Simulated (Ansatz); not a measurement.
# Y2VPb2, from a guessed structure to a relaxed one

This structure for Y2VPb2 is made up. Its elements were placed in a known structure type with a cell scaled to their sizes. What cell does the guess relax to, and how far off was it?

Method: DFT, PBEsol, plane-wave PAW, files of the set soft_1, scalar-relativistic, ferromagnetic start, cell and ions relaxed at zero pressure; PAW set soft_1, in the first sound run; inputs show where later runs differ, in Ansatz 0.2.0.

**1. The starting structure**

The structure is orthorhombic, space group Immm (No. 71). Conventional cell: a = 4.446 Å, b = 6.272 Å, c = 9.474 Å, α = 90.00°, β = 90.00°, γ = 90.00°. Pb has 1 Pb at 2.75 Å and 2 V at 2.84 Å and 6 Y at 3.27 to 3.28 Å nearest. Nearest to Y lie 6 Pb at 3.27 to 3.28 Å and 2 V at 3.54 Å. V has 4 Pb at 2.84 Å and 4 Y at 3.54 Å nearest. Farther neighbours are not listed.

Structure file:

```cif
data_structure
_symmetry_space_group_name_H-M 'Immm'
_symmetry_Int_Tables_number 71
_cell_length_a 4.4460
_cell_length_b 6.2720
_cell_length_c 9.4740
_cell_angle_alpha 90.000
_cell_angle_beta 90.000
_cell_angle_gamma 90.000
_cell_volume 264.19
loop_
_atom_site_label
_atom_site_type_symbol
_atom_site_symmetry_multiplicity
_atom_site_Wyckoff_symbol
_atom_site_fract_x
_atom_site_fract_y
_atom_site_fract_z
_atom_site_occupancy
Pb1 Pb 4 h 0.50000 0.71910 0.00000 1
Y1 Y 4 j 0.00000 0.50000 0.20890 1
V1 V 2 a 0.00000 0.00000 0.00000 1
```

**2. Relaxation of the guess**

The guess takes its coordinates from another compound and its volume from a rule, so the cell and any free coordinates are relaxed together.

The input, input.yaml:

```yaml
crystal:
  lattice:
    - [-2.223, 3.136, 4.737]
    - [2.223, -3.136, 4.737]
    - [2.223, 3.136, -4.737]
  atoms:
    - { symbol: Pb, position: [0.7191, 0.5, 0.2191] }
    - { symbol: Pb, position: [0.2809, 0.5, 0.7809] }
    - { symbol: "Y", position: [0.7089, 0.2089, 0.5] }
    - { symbol: "Y", position: [0.2911, 0.7911, 0.5] }
    - { symbol: V, position: [0.0, 0.0, 0.0], spin: 2.0 }
magnetization:
  spin_polarized: true
kpoints:
  mp_grid: { grid: [7, 7, 7] }
scf:
  occupations: { method: fermi_dirac, width: 0.05 }
hamiltonian:
  xc: pbesol
  pseudopotentials: { kind: paw, azcp: { folder: soft_1 }, xc_functional: pbe }
relax:
  f_tol: 0.015
  max_steps: 70
  cell: {}
output:
  forces: true
  stress: true
```

Run with:

```bash
$ ansatz run input.yaml --threads 4 --pin off --max-ram 8192MiB --backend cpu --events-out ev --progress --plain --runs-dir out
```

Numbers of over 12 decimals in the logs are rounded to 6 here.

The program printed:

```text
Engine: ansatz 0.2.0, x86_64-unknown-linux-gnu
Pseudopotentials: kind: paw
Pseudopotential: Pb, paw, valence charge 14, recommended cutoff 420 eV (normal), soft_1/Pb.paw.azcp
Pseudopotential: Y, paw, valence charge 11, recommended cutoff 420 eV (normal), soft_1/Y.paw.azcp
Pseudopotential: V, paw, valence charge 13, recommended cutoff 420 eV (normal), soft_1/V.paw.azcp
Functional definition: PBEsol
  exchange = pbesol_x
  correlation = pbesol_c
Crystal: 5 atoms, lattice volume = 132.093 Å³
Basis set: ecut = 420 eV, 2579 PW (Γ), exchange–correlation on 90×90×90 points (8 copies of the dense FFT grid, shifted against one another)
Bands: 39, of which v1, the nominal top of the filled ones, is band 32 counted from 1 (31 counted from 0)
Symmetry: 8 space group operations
Space group: Immm (ITA 71), of the structure as read, at distance tolerance 5.1e-5 Å
Magnetic group: BNS 71.533 (UNI 631), of the structure as read, at distance tolerance 5.1e-5 Å
k-points: 64 of 343
Non-local potential: Pb, projectors of the file, l = 0: 2, l = 1: 2, l = 2: 2, l = 3: 1
Non-local potential: Y, projectors of the file, l = 0: 3, l = 1: 2, l = 2: 2, l = 3: 1
Non-local potential: V, projectors of the file, l = 0: 3, l = 1: 2, l = 2: 3, l = 3: 1
PAW form: soft (Blöchl's): semilocal exchange-correlation on the pseudo side does not see the compensation charge
PAW frozen core: Pb, regenerated for the run's functional, and the local potential with it (the file was generated under x = pbe(κ = 0.804, μ = 0.219515), c = pbe(β = 0.066725))
PAW frozen core: Y, regenerated for the run's functional, and the local potential with it (the file was generated under x = pbe(κ = 0.804, μ = 0.219515), c = pbe(β = 0.066725))
PAW frozen core: V, regenerated for the run's functional, and the local potential with it (the file was generated under x = pbe(κ = 0.804, μ = 0.219515), c = pbe(β = 0.066725))
PAW one-centre angular grid: Pb, 590 points (default); XC on 64 Gauss nodes
PAW one-centre angular grid: Y, 590 points (default); XC on 64 Gauss nodes
PAW one-centre angular grid: V, 590 points (default); XC on 64 Gauss nodes
Initial density: superposition of atomic densities (chi_scale 0.1, normalization cell, long waves kept (reshape's long-wave potential 0.00 eV rms))
Starting moments: Σ|m| = 2 μB on 1 of 5 sites
Initial wavefunctions: pseudopotential atomic-orbital guess
Functional: x = pbesol(κ = 0.804, μ = 0.123457), c = pbesol(β = 0.046)
SCF iter   1: F=—  HF=-33992.336618 eV  |F-HF|=—  |Δ(HF+E_count)|=         —  Δρ=2.41e-2 (↑2.41e-2 ↓2.36e-2)  dr2=7.30e0  dr2_m=2.46e-2  M=2.025 μB ∫|m|=2.404 μB  β_m=0.30  ethr=3.10e-3  ⟨swp⟩=6.4  Hψ=20244  notcnv=0
Mixer restart at iter 1: flushing history
preconditioner: auto → Kerker (q_TF=auto, 2.412 Å⁻¹)  [metal: Δε(μ)=0.015 eV  Ē_g=9.817 eV  σ=0.050 eV  W_gap=0.08  n_scr=32 (ndim 8)  ℏωp=20.2 eV  f_vac=0.000  D(μ)=5.25/eV (n_scr^D=46)]
spin=Collinear: Kerker preconditioning applied to the charge; magnetization (m = ρ↑ − ρ↓) channel mixes plain (no charge-response kernel on spin).
SCF iter   2: F=—  HF=-33991.169797 eV  |F-HF|=—  |Δ(HF+E_count)|=    1.17e0  Δρ=1.79e-2 (↑1.79e-2 ↓1.61e-2)  dr2=3.72e0  dr2_m=2.45e-2  M=2.154 μB ∫|m|=2.527 μB  β_m=0.59  ethr=3.10e-3  ⟨swp⟩=3.7  Hψ=9539  notcnv=0  defer=73
SCF iter   3: F=—  HF=-33990.497944 eV  |F-HF|=—  |Δ(HF+E_count)|=   6.72e-1  Δρ=6.23e-3 (↑6.23e-3 ↓4.96e-3)  dr2=2.34e-1  dr2_m=1.23e-2  M=2.490 μB ∫|m|=2.910 μB  β_m=0.71  ethr=3.10e-3  ⟨swp⟩=3.8  Hψ=10230  notcnv=0  defer=75
SCF iter   4: F=—  HF=-33990.505537 eV  |F-HF|=—  |Δ(HF+E_count)|=         —  Δρ=1.01e-2 (↑1.01e-2 ↓4.93e-3)  dr2=7.78e-2  dr2_m=6.61e-2  M=2.830 μB ∫|m|=3.354 μB  β_m=0.71  ethr=3.72e-4  ⟨swp⟩=3.3  Hψ=11112  notcnv=0  defer=77
Mixer restart at iter 4: flushing history
SCF iter   5: F=—  HF=-33990.469763 eV  |F-HF|=—  |Δ(HF+E_count)|=   3.58e-2  Δρ=3.23e-3 (↑3.23e-3 ↓2.51e-3)  dr2=3.65e-2  dr2_m=7.95e-4  M=2.817 μB ∫|m|=3.347 μB  β_m=0.65  ethr=1.24e-4  ⟨swp⟩=3.8  Hψ=10988  notcnv=0  defer=77
SCF iter   6: F=—  HF=-33990.486171 eV  |F-HF|=—  |Δ(HF+E_count)|=   1.64e-2  Δρ=1.63e-3 (↑1.63e-3 ↓1.45e-3)  dr2=8.21e-4  dr2_m=2.67e-3  M=2.856 μB ∫|m|=3.400 μB  β_m=0.77  ethr=5.80e-5  ⟨swp⟩=2.9  Hψ=10458  notcnv=0  defer=77
SCF iter   7: F=—  HF=-33990.487369 eV  |F-HF|=—  |Δ(HF+E_count)|=   1.20e-3  Δρ=4.33e-4 (↑1.82e-4 ↓4.33e-4)  dr2=5.33e-4  dr2_m=8.30e-5  M=2.875 μB ∫|m|=3.427 μB  β_m=0.88  ethr=1.30e-6  ⟨swp⟩=2.0  Hψ=7759  notcnv=0  defer=77
SCF iter   8: F=—  HF=-33990.487538 eV  |F-HF|=—  |Δ(HF+E_count)|=   1.68e-4  Δρ=4.74e-4 (↑4.74e-4 ↓1.22e-4)  dr2=3.44e-4  dr2_m=8.34e-5  M=2.894 μB ∫|m|=3.449 μB  β_m=0.94  ethr=8.46e-7  ⟨swp⟩=2.1  Hψ=7777  notcnv=0  defer=77
SCF iter   9: F=—  HF=-33990.487592 eV  |F-HF|=—  |Δ(HF+E_count)|=   5.41e-5  Δρ=1.87e-4 (↑1.87e-4 ↓7.17e-5)  dr2=4.38e-5  dr2_m=1.64e-5  M=2.898 μB ∫|m|=3.453 μB  β_m=0.97  ethr=5.47e-7  ⟨swp⟩=2.0  Hψ=5865  notcnv=0  defer=77
SCF iter  10: F=—  HF=-33990.487601 eV  |F-HF|=—  |Δ(HF+E_count)|=   9.41e-6  Δρ=1.73e-5 (↑1.69e-5 ↓1.73e-5)  dr2=1.22e-6  dr2_m=1.84e-7  M=2.901 μB ∫|m|=3.456 μB  β_m=0.92  ethr=6.95e-8  ⟨swp⟩=2.0  Hψ=8640  notcnv=0  defer=77
SCF iter  11: F=—  HF=-33990.487601 eV  |F-HF|=—  |Δ(HF+E_count)|=   3.08e-7  Δρ=3.43e-6 (↑3.43e-6 ↓3.13e-6)  dr2=1.26e-7  dr2_m=3.00e-9  M=2.903 μB ∫|m|=3.457 μB  β_m=0.96  ethr=1.94e-9  ⟨swp⟩=2.1  Hψ=8113  notcnv=0  defer=77
SCF iter  12: F=-33990.487601 eV  HF=-33990.487601 eV  |F-HF|=4.48e-9  |Δ(HF+E_count)|=   2.01e-8  Δρ=1.39e-6 (↑1.39e-6 ↓6.05e-7)  dr2=6.34e-9  dr2_m=6.38e-10  M=2.903 μB ∫|m|=3.457 μB  ethr=1.59e-10  ⟨swp⟩=2.9  Hψ=16260  notcnv=0
SCF 1 converged in 12 iterations: F = -33990.487601 eV  dr2 = 6.34e-9
  greatest PAW one-centre occupation: 0.999 electrons in one spin orbital (limit 2), on the V atom at site 4 (counted from 0), in its partial waves of l = 0
relax step   1: F+E_penalty+E_count = -33990.48760135 eV  Δ(F+E_penalty+E_count) = +0.000e0 eV  max|allowed force component| = 1.845e0 eV/Å  Δτ_max = 0.0000 Å  P = -1.681 GPa  Ω = 132.093 Å³  (12 SCF iters, dr2 threshold 1.00e-7 eV, accepted)
Crystal: 5 atoms, lattice volume = 127.518 Å³
Basis set: ecut = 420 eV, 2463 PW (Γ), exchange–correlation on 90×90×90 points (8 copies of the dense FFT grid, shifted against one another)
Initial density: handed on by an earlier stage of this run
Starting moments: Σ|m| = 2 μB on 1 of 5 sites; this step starts from the density that it was given
Initial wavefunctions: those handed on with the density
iter 1 solved again at ethr=2.39e-4 eV; its pass at ethr=3.10e-3 eV (dr2=1.50e-1 eV) is discarded
[...]
SCF iter  10: F=-33990.772744 eV  HF=-33990.772744 eV  |F-HF|=2.64e-8  |Δ(HF+E_count)|=  1.38e-10  Δρ=2.90e-6 (↑2.90e-6 ↓8.33e-7)  dr2=3.05e-8  dr2_m=2.12e-9  M=2.800 μB ∫|m|=3.378 μB  ethr=5.08e-11  ⟨swp⟩=1.7  Hψ=13822  notcnv=0
SCF 3 converged in 10 iterations: F = -33990.772744 eV  dr2 = 3.05e-8
relax step   3: F+E_penalty+E_count = -33990.77274352 eV  Δ(F+E_penalty+E_count) = -1.377e-1 eV  max|allowed force component| = 1.574e-1 eV/Å  Δτ_max = 0.0736 Å  P = -0.672 GPa  Ω = 129.011 Å³  energy of the carried Pulay correction = +4.385e-4 eV  (10 SCF iters, dr2 threshold 5.00e-7 eV, accepted)
[...]
relax step   4: F+E_penalty+E_count = -33990.78162531 eV  Δ(F+E_penalty+E_count) = -8.882e-3 eV  max|allowed force component| = 4.155e-2 eV/Å  Δτ_max = 0.0169 Å  P = -0.057 GPa  Ω = 127.714 Å³  energy of the carried Pulay correction = +6.261e-4 eV  (8 SCF iters, dr2 threshold 5.00e-7 eV, accepted)
[...]
relax step   5: F+E_penalty+E_count = -33990.78235950 eV  Δ(F+E_penalty+E_count) = -7.342e-4 eV  max|allowed force component| = 4.824e-3 eV/Å  Δτ_max = 0.0088 Å  P = +0.037 GPa  Ω = 127.524 Å³  energy of the carried Pulay correction = +6.538e-4 eV  (10 SCF iters, dr2 threshold 1.08e-7 eV, accepted)
[...]
relax step   6: F+E_penalty+E_count = -33990.78238461 eV  Δ(F+E_penalty+E_count) = -2.511e-5 eV  max|allowed force component| = 1.905e-3 eV/Å  Δτ_max = 0.0013 Å  P = -0.002 GPa  Ω = 127.591 Å³  energy of the carried Pulay correction = +6.440e-4 eV  (9 SCF iters, dr2 threshold 1.62e-8 eV, accepted)
Basis set: ecut = 420 eV, 2495 PW (Γ), exchange–correlation on 80×80×80 points (8 copies of the dense FFT grid, shifted against one another)
Initial wavefunctions: pseudopotential atomic-orbital guess (no wavefunctions were taken with the density)
iter 1 solved again at ethr=2.15e-7 eV; its pass at ethr=3.10e-3 eV (dr2=1.35e-4 eV) is discarded
SCF iter   1: F=—  HF=-33990.781873 eV  |F-HF|=—  |Δ(HF+E_count)|=         —  Δρ=1.32e-4 (↑1.32e-4 ↓8.22e-5)  dr2=2.00e-6  dr2_m=8.41e-7  M=2.878 μB ∫|m|=3.417 μB  β_m=0.65  ethr=2.15e-7  ⟨swp⟩=3.7  Hψ=34353  notcnv=0
preconditioner: auto → Kerker (q_TF=auto, 2.316 Å⁻¹)  [metal: Δε(μ)=0.003 eV  Ē_g=14.766 eV  σ=0.050 eV  W_gap=0.02  n_scr=28 (ndim 8)  ℏωp=23.5 eV  f_vac=0.000  D(μ)=3.75/eV (n_scr^D=28)]
spin=Collinear: Kerker preconditioning applied to the charge; magnetization (m = ρ↑ − ρ↓) channel mixes plain (no charge-response kernel on spin).
SCF iter   2: F=—  HF=-33990.781920 eV  |F-HF|=—  |Δ(HF+E_count)|=   4.78e-5  Δρ=4.69e-5 (↑4.69e-5 ↓2.99e-5)  dr2=2.76e-7  dr2_m=1.00e-7  M=2.878 μB ∫|m|=3.417 μB  β_m=0.64  ethr=3.17e-9  ⟨swp⟩=2.0  Hψ=6122  notcnv=0
SCF iter   3: F=—  HF=-33990.781927 eV  |F-HF|=—  |Δ(HF+E_count)|=   6.34e-6  Δρ=3.35e-6 (↑3.35e-6 ↓1.94e-6)  dr2=9.18e-9  dr2_m=2.12e-9  M=2.878 μB ∫|m|=3.417 μB  β_m=0.77  ethr=4.38e-10  ⟨swp⟩=2.3  Hψ=6896  notcnv=0
SCF iter   4: F=—  HF=-33990.781927 eV  |F-HF|=—  |Δ(HF+E_count)|=   7.16e-8  Δρ=2.43e-6 (↑2.43e-6 ↓6.33e-7)  dr2=1.96e-8  dr2_m=1.41e-9  M=2.878 μB ∫|m|=3.417 μB  β_m=0.77  ethr=1.46e-11  ⟨swp⟩=2.0  Hψ=8751  notcnv=0
SCF iter   5: F=—  HF=-33990.781927 eV  |F-HF|=—  |Δ(HF+E_count)|=   3.09e-8  Δρ=1.41e-6 (↑1.41e-6 ↓7.67e-7)  dr2=1.10e-8  dr2_m=2.56e-10  M=2.878 μB ∫|m|=3.417 μB  β_m=0.89  ethr=1.46e-11  ⟨swp⟩=2.2  Hψ=9178  notcnv=0
SCF iter   6: F=—  HF=-33990.781927 eV  |F-HF|=—  |Δ(HF+E_count)|=   3.20e-9  Δρ=1.07e-6 (↑1.07e-6 ↓1.97e-7)  dr2=2.89e-9  dr2_m=3.38e-10  M=2.878 μB ∫|m|=3.417 μB  β_m=0.83  ethr=1.46e-11  ⟨swp⟩=2.0  Hψ=7245  notcnv=0
SCF iter   7: F=—  HF=-33990.781927 eV  |F-HF|=—  |Δ(HF+E_count)|=   2.77e-7  Δρ=1.83e-7 (↑1.83e-7 ↓1.17e-7)  dr2=1.24e-10  dr2_m=5.59e-12  M=2.878 μB ∫|m|=3.417 μB  β_m=0.92  ethr=4.58e-12  ⟨swp⟩=2.2  Hψ=9187  notcnv=0
SCF iter   8: F=—  HF=-33990.781927 eV  |F-HF|=—  |Δ(HF+E_count)|=  1.53e-10  Δρ=3.23e-8 (↑2.79e-8 ↓3.23e-8)  dr2=6.08e-12  dr2_m=4.71e-13  M=2.878 μB ∫|m|=3.417 μB  β_m=0.96  ethr=1.00e-12  ⟨swp⟩=2.0  Hψ=5988  notcnv=0
SCF iter   9: F=-33990.781927 eV  HF=-33990.781927 eV  |F-HF|=2.18e-11  |Δ(HF+E_count)|=  7.28e-12  Δρ=5.49e-8 (↑5.49e-8 ↓1.70e-8)  dr2=1.10e-11  dr2_m=7.10e-13  M=2.878 μB ∫|m|=3.417 μB  ethr=1.00e-12  ⟨swp⟩=2.7  Hψ=12094  notcnv=0
SCF 7 converged in 9 iterations: F = -33990.781927 eV  dr2 = 1.10e-11
relax step   7: F+E_penalty+E_count = -33990.78192717 eV  Δ(F+E_penalty+E_count) = +4.574e-4 eV  max|allowed force component| = 1.912e-3 eV/Å  Δτ_max = 0.0000 Å  P = -0.004 GPa  Ω = 127.591 Å³  stress off target by 1.30e-2 GPa  SCF on the basis re-selected at this cell (its energy is not comparable with the rows above)  (9 SCF iters)
basis re-selected at this cell: Δ(F+E_penalty+E_count) = +4.574e-4 eV, ΔP = -0.002 GPa vs the last step (what re-selecting the basis moved, of the pressure what is left beyond the Pulay correction that the steps carried, after the strain that the cell walked since its last selection, with what the two solves' SCF thresholds leave and, on support functions, any second-order correction that the steps lacked; it is no measure of the basis error at this ecutwfc). The dense FFT grid was sized anew with the basis: this SCF ran on 40×40×40 points, the steps before it on 45×45×45, so part of this shift can come from that change (see relax.cell in the input reference). [rest of the remark cut]
SCF converged after 9 iterations
Magnetization: 2.8780 μB (32.9390 up, 30.0610 down)
Absolute magnetization: 3.4272 μB (∫|ρ↑−ρ↓|, with the PAW one-centre terms)
Spin contamination: 0.2625 ħ² per cell (⟨S²⟩ above its minimum at these occupations)
Per-site moments (μB) at R_I (Å): [(-0.016698, 1.146168), (-0.016698, 1.146168), (0.012712, 1.304033), (0.012712, 1.304033), (2.282956, 1.146168)]
Free energy (F): -33990.781927 eV
Harris-Foulkes:  -33990.781927 eV  (|F-HF|=2.18e-11)
Internal energy: -33990.751239 eV  (E = F + TS)
E sigma→0 (E₀):  -33990.766583 eV
Entropy (-TS):   -0.030689 eV (-6.138 meV/atom)
Fermi energy:    11.983759 eV
--- Per-component energies (eV) ---
  E_band       = -435.493392
  E_kinetic    = 1523.113364
  E_local      = -4526.310740  (includes V_loc(G=0)·N_el)
  E_nonlocal   = 758.656483
  E_hartree    = 1745.637543
  E_xc         = -875.152569
  E_vxc        = -829.603058  (∫ρ·V_xc dr)
  E_paw        = -27125.441647  (= ΣΔE_a)
  E_vpaw       = -852.625465  (= ΣTr[D̂ρ^β])
  E_aug_tail   = 0.001097  (compensation charges beyond the density's cutoff)
  E_ewald      = -5491.826336
  E_core_change = 0.571566  (= ΣΔE_core)
  E_smearing   = -0.030689  (= −TS)
  E_closure    = 0.000000  (closes the sum)
  Σ components = -33990.781927   (vs F -33990.781927, Δ=0.00e0)
--- Forces (eV/Å), atoms counted from 1 ---
  atom   1  Pb     0.00000000     0.00040331     0.00000000
  atom   2  Pb     0.00000000    -0.00040331     0.00000000
  atom   3  Y      0.00000000     0.00000000     0.00191248
  atom   4  Y      0.00000000     0.00000000    -0.00191248
  atom   5  V      0.00000000     0.00000000    -0.00000000
  max |Σ_I F_I| component: 4.34e-19 eV/Å
--- Stress (GPa, compression-positive) ---
        0.005483       0.000000       0.000000
        0.000000      -0.003626       0.000000
        0.000000       0.000000      -0.013019
  P = ⅓ Tr σ = -0.0037 GPa (-0.037 kbar)
--- Relaxed structure (6 steps of the walk, 6 accepted, 1 SCFs on fresh bases) ---
  F+E_penalty+E_count = -33990.78192717 eV   max|allowed force component| = 1.912e-3 eV/Å   (the final SCF, on the basis selected at the relaxed cell)
  cell:  # Å, volume = 127.5914 Å³
    - [-2.192271, 3.223640, 4.513576]
    - [2.192271, -3.223640, 4.513576]
    - [2.192271, 3.223640, -4.513576]
  atoms:
    - { symbol: Pb, position: [0.735208, 0.5, 0.235208] }
    - { symbol: Pb, position: [0.264792, 0.5, 0.764792] }
    - { symbol: Y, position: [0.705257, 0.205257, 0.5] }
    - { symbol: Y, position: [0.294743, 0.794743, 0.5] }
    - { symbol: V, position: [-8.622713879325239e-19, 0, -8.988921072902779e-19] }
```

The job ended after 70 s (4 threads of Intel Xeon Platinum 8259CL at 2.50GHz (Skylake/Cascade Lake), shared host; peak memory 0.93 GiB; 4.4 min of CPU time).

Relaxation path:

```
step  energy less that of the first step (eV)  largest force component (eV/Å)  pressure (GPa)  volume (Å³)
   1                                   0.0000                          1.8454           -1.68       132.09
   2                                  -0.1474                          1.3493            0.93       127.52
   3                                  -0.2851                          0.1574           -0.67       129.01
   4                                  -0.2940                          0.0415           -0.06       127.71
   5                                  -0.2948                          0.0048            0.04       127.52
   6                                  -0.2948                          0.0019            0.00       127.59
  7*                                  -0.2943                          0.0019            0.00       127.59
```

Relaxation steps marked * repeat the geometry before them on a plane-wave basis chosen anew for their cell, so energy and pressure can jump there.

Forces are held to the 8 operations that the run works with; a distortion that breaks them can't arise in this run.

```
conventional cell, symmetrised  before  after  change
                         a (Å)   4.446  4.385  -1.4 %
                         b (Å)   6.272  6.447  +2.8 %
                         c (Å)   9.474  9.027  -4.7 %
              volume (Å³/atom)   26.42  25.52  -3.4 %
```

The atoms that moved most (Å, as changes of fractional coordinates times the final cell):

```
atom     dx      dy      dz  length
 Pb1  0.000   0.104   0.000   0.104
 Pb2  0.000  -0.104   0.000   0.104
  Y4  0.000   0.000   0.033   0.033
  Y3  0.000   0.000  -0.033   0.033
```

Final coordinates:

```xyz
5
Lattice="-2.1923 3.2236 4.5136 2.1923 -3.2236 4.5136 2.1923 3.2236 -4.5136" Properties=species:S:1:pos:R:3 pbc="T T T"
Pb    0.0000    1.5164    4.5136
Pb    2.1923    1.7072    0.0000
Y     0.0000    3.2236    1.8529
Y     2.1923    0.0000    2.6607
V     0.0000    0.0000    0.0000
```

Numbers from this step:

| Property | Result |
| --- | --- |
| free energy | -33990.7819 eV |
| energy at zero smearing | -33990.7666 eV |
| smearing term TS | 0.03069 eV |
| Fermi energy | 11.98 eV |
| magnetization | 2.878 μB |
| absolute magnetization | 3.427 μB |
| site moments | -0.01670, -0.01670, 0.01271, 0.01271, 2.283 μB |
| electrons | 63 |
| symmetry operations | 8 |
| pressure | -0.003721 GPa |

Site moment by atom:

```
atom  site moment (μB)
 Pb1             -0.02
 Pb2             -0.02
  Y3              0.01
  Y4              0.01
  V5              2.28
```

The shortest distance of each pair, which need not be the same contact before and after:

```
 pair  guess (Å)  relaxed (Å)
 Pb–V      2.836        2.779
Pb–Pb      2.748        3.033
 Pb–Y      3.273        3.161
  V–Y      3.542        3.448
  Y–Y      3.922        3.706
```

The relaxation ends with a largest force component of 0.0019 eV/Å and a pressure of 0.00 GPa.

(Part 1 of 2 ends here.)

[Logs are printed without paths, hosts, clocks, repeated set-up lines and the standing remarks that a program may print on its own settings, such as how far it seeks lower states.]

[Hosts, paths, dates, database ids (printed as entryN), source tags and the programs' standing remarks are cut or masked in the printed files.]
